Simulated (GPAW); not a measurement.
Consider Al (Aluminum, Fm-3m).

```xyz
1
Lattice="0.0000 2.0248 2.0248 2.0248 0.0000 2.0248 2.0248 2.0248 0.0000" Properties=species:S:1:pos:R:3 pbc="T T T"
Al    0.0000    0.0000    0.0000
```

Absorber: atom 1, with 12 Al at 2.86 Å (cuboctahedral, site symmetry m-3m). Method: GPAW, revPBE, excited-electron core hole (neutral cell), 8-atom cell with 5.7 Å between holes, 7×7×7 k points, dipole transitions, Gaussian full width 0.9 eV up to 4 eV, rising linearly to 3.5 eV at 25 eV.

Q: What does the Al K edge look like?

Main maxima up to 24 eV above the zero (height): 2.9 eV (1.11), 4.4 eV (1.58) and 11.9 eV (1.22). A K edge sees empty p states on the absorber. The total-energy difference is 1571.44 eV. One term is added: -13.99 eV, since the hole is spin-paired here and a spin-polarised one costs that much less in the free atom (computed apart). The photon energy is then 1557.45 eV. The tabulated edge of the element is 1559 eV. The functional leaves an error of a few eV in such absolute values.

The Al K spectrum (energy from the lowest empty level; intensity scaled to a mean of 1 over the first 20 eV):

```
E (eV)  intensity
 -2.00       0.00
 -1.25       0.00
 -0.50       0.05
  0.25       0.48
  1.00       0.85
  1.75       0.92
  2.50       1.08
  3.25       1.09
  4.00       1.36
  4.75       1.48
  5.50       1.34
  6.25       1.19
  7.00       1.02
  7.75       0.91
  8.50       0.92
  9.25       0.90
 10.00       0.94
 10.75       1.03
 11.50       1.18
 12.25       1.20
 13.00       1.10
 13.75       1.08
 14.50       1.04
 15.25       0.94
 16.00       0.89
 16.75       0.88
 17.50       0.82
 18.25       0.75
 19.00       0.71
 19.75       0.69
 20.50       0.66
 21.25       0.60
 22.00       0.54
 22.75       0.46
 23.50       0.39
 24.25       0.33
 25.00       0.28
 25.75       0.25
 26.50       0.24
 27.25       0.27
 28.00       0.35
 28.75       0.48
 29.50       0.66
```

The holes are only 5.7 Å apart, so the shape is probably not converged with cell size; no larger cell was run here. Lifetime broadening is put in by hand, and intensities beyond about 20 eV depend on it and on the partial waves; weight that the partial waves miss at high energy is lost. The structure is a published determination, not relaxed.

[Banner, clock and machine lines of the logs are left out without a mark of their own.]

[Logs are printed without paths, hosts, clocks, repeated set-up lines and the standing remarks that a program may print on its own settings, such as how far it seeks lower states.]

[Hosts, paths, dates, database ids (printed as entryN), source tags and the programs' standing remarks are cut or masked in the printed files.]

[Lists of maxima count a maximum above −3 eV only where it reaches 4 % of the highest in the window and stands out from its surroundings by 2 % of it (1.5 % where it reaches 55 %); shoulders and weaker maxima are passed over, and of the rest the first, up to two pre-edge ones and the few strongest are named.]
